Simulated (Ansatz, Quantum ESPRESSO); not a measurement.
# KTaTe3 (Pm-3m): zone-centre phonons

Wanted: the vibrations of KTaTe3 (Pm-3m) at Γ, by two programs.

Method: DFT LDA, scalar-relativistic, plane waves, PseudoDojo norm-conserving pseudopotentials, in Quantum ESPRESSO 8.0 development, patched.

The structure was built from a prototype and need not be the compound's stable phase.

**1. The starting structure**

Symmetry: Pm-3m, No. 221, cubic system. The conventional cell has a = 5.529 Å, b = 5.529 Å, c = 5.529 Å, α = 90.00°, β = 90.00°, γ = 90.00°. Nearest to K lie 12 Te at 3.91 Å. Nearest to Ta lie 6 Te at 2.76 Å. Nearest to Te lie 2 Ta at 2.76 Å and 4 K at 3.91 Å. Farther neighbours and most contacts between anions are not listed.

As a file:

```
CELL_PARAMETERS angstrom
5.52900 0.00000 0.00000
0.00000 5.52900 0.00000
0.00000 0.00000 5.52900
ATOMIC_POSITIONS crystal
K 0.00000 0.00000 0.00000
Ta 0.50000 0.50000 0.50000
Te 0.50000 0.50000 0.00000
Te 0.50000 0.00000 0.50000
Te 0.00000 0.50000 0.50000
```

**2. A probe with smearing**

A cheap run with smearing and empty bands tells whether the crystal has a gap, which decides between fixed occupations and smearing later on.

The input, probe.in:

```
 &control
    calculation='scf',
    prefix='x',
    outdir='./tmp',
    pseudo_dir='./pseudo',
    tprnfor=.true.,
    tstress=.true.,
    verbosity='high',
 /
 &system
    ibrav=1,
    celldm(1)=10.44829574,
    nat=5,
    ntyp=3,
    ecutwfc=82.0,
    occupations='smearing',
    smearing='gaussian',
    degauss=0.01,
 /
 &electrons
    conv_thr=1.0d-07,
    mixing_beta=0.7,
    electron_maxstep=100,
 /
ATOMIC_SPECIES
 K      39.0983  K.upf
 Ta    180.9479  Ta.upf
 Te    127.6000  Te.upf
ATOMIC_POSITIONS crystal
 K      0.000000000   0.000000000   0.000000000
 Ta     0.500000000   0.500000000   0.500000000
 Te     0.500000000   0.500000000   0.000000000
 Te     0.500000000   0.000000000   0.500000000
 Te     0.000000000   0.500000000   0.500000000
K_POINTS automatic
 4 4 4 0 0 0
```

The run is started by

```
OMP_NUM_THREADS=1 mpirun -n 4 pw.x -nk 4 -in probe.in > probe.out
```

Output:

```text
[banners, grids, parts of the stress and lines that vanish by symmetry left out]
Program PWSCF v.8.0dev
     bravais-lattice index     =            1
     lattice parameter (alat)  =      10.4483  a.u.
[...]
kinetic-energy cutoff     =      82.0000  Ry
     charge density cutoff     =     328.0000  Ry
     scf convergence threshold =      1.0E-07
[...]
Exchange-correlation= SLA-PW-NOGX-NOGC
                           (   1   4   0   0   0   0   0)
[...]
48 Sym. Ops., with inversion, found
[...]
(     0          1          0      )
                  (     0          0          1      )
[...]
(  0.0000000  1.0000000  0.0000000 )
                  (  0.0000000  0.0000000  1.0000000 )
[...]
(     0         -1          0      )
                  (     0          0          1      )
[...]
( -1.0000000  0.0000000  0.0000000 )
                  (  0.0000000  1.0000000  0.0000000 )
[...]
number of k points=    10  Gaussian smearing, width (Ry)=  0.0100
[...]
End of self-consistent calculation
[...]
the Fermi energy is     7.7833 ev
!    total energy              =    -818.06985363 Ry
[...]
convergence has been achieved in   8 iterations
[...]
atom    1 type  1   force =     0.00000000    0.00000000    0.00000000
     atom    2 type  2   force =     0.00000000    0.00000000    0.00000000
     atom    3 type  3   force =     0.00000000    0.00000000    0.00000000
     atom    4 type  3   force =     0.00000000    0.00000000    0.00000000
     atom    5 type  3   force =     0.00000000    0.00000000    0.00000000
[...]
Total force =     0.000000     Total SCF correction =     0.000000
[...]
total   stress  (Ry/bohr**3)                   (kbar)     P=      -38.10
[...]
XML data file, charge density, pseudopotentials, collected wavefunctions

   JOB DONE.
```

Elapsed: 30 s, on 4 MPI ranks of Arm Neoverse V1, shared host.

Read from the output:

```
volume per atom   : 33.80 Å³
pressure          : -3.81 GPa
gap on the k-mesh : 0 eV
```

No gap opens on this mesh, so smearing is kept; the start stands at -3.8 GPa.

**3. Relaxing the cell and atoms**

The relaxation runs at a cutoff a fifth above that of the response, since stress converges more slowly with the basis than frequencies do. Forces and stress are brought to rest with tight thresholds.

The input, relax.in:

```
 &control
    calculation='vc-relax',
    prefix='x',
    outdir='./tmp',
    pseudo_dir='./pseudo',
    tprnfor=.true.,
    tstress=.true.,
    forc_conv_thr=2.0d-05,
    etot_conv_thr=1.0d-07,
    nstep=40,
 /
 &system
    ibrav=1,
    celldm(1)=10.44829574,
    nat=5,
    ntyp=3,
    ecutwfc=98,
    occupations='smearing',
    smearing='mv',
    degauss=0.02,
 /
 &electrons
    conv_thr=1.0d-11,
    mixing_beta=0.7,
    electron_maxstep=100,
 /
 &ions
 /
 &cell
    press_conv_thr=0.2,
 /
ATOMIC_SPECIES
 K      39.0983  K.upf
 Ta    180.9479  Ta.upf
 Te    127.6000  Te.upf
ATOMIC_POSITIONS crystal
 K      0.000000000   0.000000000   0.000000000
 Ta     0.500000000   0.500000000   0.500000000
 Te     0.500000000   0.500000000   0.000000000
 Te     0.500000000   0.000000000   0.500000000
 Te     0.000000000   0.500000000   0.500000000
K_POINTS automatic
 6 6 6 0 0 0
```

The run is started by

```
OMP_NUM_THREADS=1 mpirun -n 4 pw.x -nk 4 -in relax.in > relax.out
```

Output:

```text
[banners, grids, parts of the stress and lines that vanish by symmetry left out]
[banner, memory and clock lines left out]
Program PWSCF v.8.0dev

[...]
kinetic-energy cutoff     =      98.0000  Ry
     charge density cutoff     =     392.0000  Ry
     scf convergence threshold =      1.0E-11
[...]
energy convergence thresh.=      1.0E-07
     force convergence thresh. =      2.0E-05
     press convergence thresh. =      2.0E-01
     Exchange-correlation= SLA-PW-NOGX-NOGC
                           (   1   4   0   0   0   0   0)
[...]
48 Sym. Ops., with inversion, found
[...]
number of k points=    20  Marzari-Vanderbilt smearing, width (Ry)=  0.0200
[...]
End of self-consistent calculation
[...]
the Fermi energy is     7.8221 ev
!    total energy              =    -818.06150019 Ry
[...]
convergence has been achieved in  11 iterations
[...]
atom    1 type  1   force =     0.00000000    0.00000000    0.00000000
     atom    2 type  2   force =     0.00000000    0.00000000    0.00000000
     atom    3 type  3   force =     0.00000000    0.00000000    0.00000000
     atom    4 type  3   force =     0.00000000    0.00000000    0.00000000
     atom    5 type  3   force =     0.00000000    0.00000000    0.00000000
     Total force =     0.000000     Total SCF correction =     0.000000
[...]
total   stress  (Ry/bohr**3)                   (kbar)     P=      -35.37
[...]
number of bfgs steps    =   0
[...]
CELL_PARAMETERS (alat= 10.44829574)
[...]
ATOMIC_POSITIONS (crystal)
K                0.0000000000        0.0000000000        0.0000000000
Ta               0.5000000000        0.5000000000        0.5000000000
Te               0.5000000000        0.5000000000        0.0000000000
Te               0.5000000000        0.0000000000        0.5000000000
[...]
New effective cutoffs (rho, wfc):  396.40   99.18
[...]
End of self-consistent calculation
[...]
the Fermi energy is     8.0596 ev
!    total energy              =    -818.06587767 Ry
[...]
convergence has been achieved in   8 iterations
[...]
atom    1 type  1   force =     0.00000000    0.00000000    0.00000000
     atom    2 type  2   force =     0.00000000    0.00000000    0.00000000
     atom    3 type  3   force =     0.00000000    0.00000000    0.00000000
     atom    4 type  3   force =     0.00000000    0.00000000    0.00000000
     atom    5 type  3   force =     0.00000000    0.00000000    0.00000000
     Total force =     0.000000     Total SCF correction =     0.000000
[...]
total   stress  (Ry/bohr**3)                   (kbar)     P=      -27.48
[...]
number of bfgs steps    =   1
[...]
CELL_PARAMETERS (alat= 10.44829574)
[...]
ATOMIC_POSITIONS (crystal)
[...]
New effective cutoffs (rho, wfc):  403.69  101.01
[...]
End of self-consistent calculation
[...]
the Fermi energy is     8.4263 ev
!    total energy              =    -818.07018982 Ry
[...]
convergence has been achieved in  11 iterations
[...]
atom    1 type  1   force =     0.00000000    0.00000000    0.00000000
     atom    2 type  2   force =     0.00000000    0.00000000    0.00000000
     atom    3 type  3   force =     0.00000000    0.00000000    0.00000000
     atom    4 type  3   force =     0.00000000    0.00000000    0.00000000
[...]
Total force =     0.000000     Total SCF correction =     0.000000
[...]
total   stress  (Ry/bohr**3)                   (kbar)     P=      -14.17
[...]
number of bfgs steps    =   2
[...]
CELL_PARAMETERS (alat= 10.44829574)
[...]
ATOMIC_POSITIONS (crystal)
[...]
New effective cutoffs (rho, wfc):  411.37  102.93
[...]
End of self-consistent calculation
[...]
the Fermi energy is     8.8154 ev
!    total energy              =    -818.07153848 Ry
[...]
convergence has been achieved in  11 iterations
[...]
Total force =     0.000000     Total SCF correction =     0.000000
[...]
total   stress  (Ry/bohr**3)                   (kbar)     P=        1.52
[...]
number of bfgs steps    =   3
[...]
CELL_PARAMETERS (alat= 10.44829574)
[...]
ATOMIC_POSITIONS (crystal)
[...]
New effective cutoffs (rho, wfc):  410.63  102.74
[...]
End of self-consistent calculation
[...]
the Fermi energy is     8.7777 ev
!    total energy              =    -818.07155261 Ry
[...]
convergence has been achieved in  10 iterations
[...]
Total force =     0.000000     Total SCF correction =     0.000000
[...]
total   stress  (Ry/bohr**3)                   (kbar)     P=       -0.07
[...]
number of bfgs steps    =   4
[...]
CELL_PARAMETERS (alat= 10.44829574)
[...]
ATOMIC_POSITIONS (crystal)
[...]
New effective cutoffs (rho, wfc):  410.66  102.75
[...]
End of self-consistent calculation
[...]
the Fermi energy is     8.7794 ev
!    total energy              =    -818.07155264 Ry
[...]
convergence has been achieved in   6 iterations
[...]
atom    3 type  3   force =     0.00000000    0.00000000    0.00000000
     atom    4 type  3   force =     0.00000000    0.00000000    0.00000000
     atom    5 type  3   force =     0.00000000    0.00000000    0.00000000
     Total force =     0.000000     Total SCF correction =     0.000000
[...]
total   stress  (Ry/bohr**3)                   (kbar)     P=       -0.00
[...]
bfgs converged in   6 scf cycles and   5 bfgs steps
[...]
End of BFGS Geometry Optimization
     Final enthalpy           =    -818.0715526364 Ry
     File ./tmp/x.bfgs deleted, as requested
[...]
CELL_PARAMETERS (alat= 10.44829574)
[...]
ATOMIC_POSITIONS (crystal)
[...]
Te               0.5000000000        0.0000000000        0.5000000000
Te               0.0000000000        0.5000000000        0.5000000000
[...]
Final scf calculation at the relaxed structure.
[...]
kinetic-energy cutoff     =      98.0000  Ry
     charge density cutoff     =     392.0000  Ry
     scf convergence threshold =      1.0E-13
[...]
press convergence thresh. =      2.0E-01
     Exchange-correlation= SLA-PW-NOGX-NOGC
                           (   1   4   0   0   0   0   0)
[...]
48 Sym. Ops., with inversion, found
[...]
number of k points=    20  Marzari-Vanderbilt smearing, width (Ry)=  0.0200
[...]
c_bands: 1 eigenvalues not converged on the other pools
[...]
End of self-consistent calculation
[...]
the Fermi energy is     8.7794 ev
!    total energy              =    -818.07146737 Ry
[...]
convergence has been achieved in  11 iterations
[...]
atom    1 type  1   force =     0.00000000    0.00000000    0.00000000
     atom    2 type  2   force =     0.00000000    0.00000000    0.00000000
     atom    3 type  3   force =     0.00000000    0.00000000    0.00000000
     atom    4 type  3   force =     0.00000000    0.00000000    0.00000000
     atom    5 type  3   force =     0.00000000    0.00000000    0.00000000
     Total force =     0.000000     Total SCF correction =     0.000000
[...]
total   stress  (Ry/bohr**3)                   (kbar)     P=        0.05
[...]
XML data file, charge density, pseudopotentials, collected wavefunctions
```

It took 9.9 min on 4 MPI ranks.

Step by step:

| step | energy less that of the first step (eV) | largest force (eV/Å) | pressure (GPa) | volume (Å³) |
| --- | --- | --- | --- | --- |
| 1 | 0.0000 | 0.0000 | -3.54 | 169.02 |
| 2 | -0.0596 | 0.0000 | -2.75 | 165.99 |
| 3 | -0.1182 | 0.0000 | -1.42 | 161.51 |
| 4 | -0.1366 | 0.0000 | 0.15 | 157.01 |
| 5 | -0.1368 | 0.0000 | -0.01 | 157.44 |
| 6 | -0.1368 | 0.0000 | 0.00 | 157.42 |
| 7 | -0.1356 | 0.0000 | 0.01 | 157.42 |

| conventional cell, symmetrised | before | after | change |
| --- | --- | --- | --- |
| a (Å) | 5.529 | 5.399 | -2.3 % |
| b (Å) | 5.529 | 5.399 | -2.3 % |
| c (Å) | 5.529 | 5.399 | -2.3 % |
| volume (Å³/atom) | 33.80 | 31.48 | -6.9 % |

Final coordinates:

```xyz
5
Lattice="5.3995 0.0000 0.0000 0.0000 5.3995 0.0000 0.0000 0.0000 5.3995" Properties=species:S:1:pos:R:3 pbc="T T T"
K     0.0000    0.0000    0.0000
Ta    2.6997    2.6997    2.6997
Te    2.6997    2.6997    0.0000
Te    2.6997    0.0000    2.6997
Te    0.0000    2.6997    2.6997
```

The last row of the table of steps is pw.x's closing run on a basis chosen anew for the final cell, so its energy can jump.

This step gave:

```yaml
volume_per_atom: 31.48 Å³
pressure: 0.005 GPa
```

The volume changes by -6.9 % from the cell with which this run began.

**4. Self-consistent run for the response**

Perturbation theory inherits every error of the wavefunctions, so the threshold is set near the limit of the arithmetic. Smearing stays on, as the first look found no gap above 0.3 eV.

The input, scf.in:

```
 &control
    calculation='scf',
    prefix='x',
    outdir='./tmp',
    pseudo_dir='./pseudo',
    tprnfor=.true.,
    tstress=.true.,
 /
 &system
    ibrav=1,
    celldm(1)=10.20354356,
    nat=5,
    ntyp=3,
    ecutwfc=82.0,
    occupations='smearing',
    smearing='mv',
    degauss=0.02,
 /
 &electrons
    conv_thr=1.0d-12,
    mixing_beta=0.7,
    electron_maxstep=100,
 /
ATOMIC_SPECIES
 K      39.0983  K.upf
 Ta    180.9479  Ta.upf
 Te    127.6000  Te.upf
ATOMIC_POSITIONS crystal
 K      0.000000000   0.000000000   0.000000000
 Ta     0.500000000   0.500000000   0.500000000
 Te     0.500000000   0.500000000   0.000000000
 Te     0.500000000   0.000000000   0.500000000
 Te     0.000000000   0.500000000   0.500000000
K_POINTS automatic
 6 6 6 0 0 0
```

The run is started by

```
OMP_NUM_THREADS=1 mpirun -n 4 pw.x -nk 4 -in scf.in > scf.out
```

Output:

```text
[banners, grids, parts of the stress and lines that vanish by symmetry left out]
[banner, memory and clock lines left out]
Program PWSCF v.8.0dev

[...]
kinetic-energy cutoff     =      82.0000  Ry
     charge density cutoff     =     328.0000  Ry
     scf convergence threshold =      1.0E-12
[...]
Exchange-correlation= SLA-PW-NOGX-NOGC
                           (   1   4   0   0   0   0   0)
[...]
48 Sym. Ops., with inversion, found
[...]
number of k points=    20  Marzari-Vanderbilt smearing, width (Ry)=  0.0200
[...]
c_bands: 1 eigenvalues not converged on the other pools
[...]
End of self-consistent calculation
[...]
the Fermi energy is     8.7795 ev
!    total energy              =    -818.07126757 Ry
[...]
convergence has been achieved in  11 iterations
[...]
atom    1 type  1   force =     0.00000000    0.00000000    0.00000000
     atom    2 type  2   force =     0.00000000    0.00000000    0.00000000
     atom    3 type  3   force =     0.00000000    0.00000000    0.00000000
     atom    4 type  3   force =     0.00000000    0.00000000    0.00000000
     atom    5 type  3   force =     0.00000000    0.00000000    0.00000000
     Total force =     0.000000     Total SCF correction =     0.000000
[...]
total   stress  (Ry/bohr**3)                   (kbar)     P=        0.04
[...]
XML data file, charge density, pseudopotentials, collected wavefunctions
```

Wall time 61 s (4 MPI ranks).

This step gave:

```yaml
pressure: 0.004 GPa
```

The cell stands at 0.004 GPa, close enough for phonons.

(Part 1 of 3 ends here.)

[Host names and launcher messages were left out of these logs when they were recorded.]

[Logs are printed without paths, hosts, clocks, repeated set-up lines and the standing remarks that a program may print on its own settings, such as how far it seeks lower states.]

[Hosts, paths, dates, database ids (printed as entryN), source tags and the programs' standing remarks are cut or masked in the printed files.]
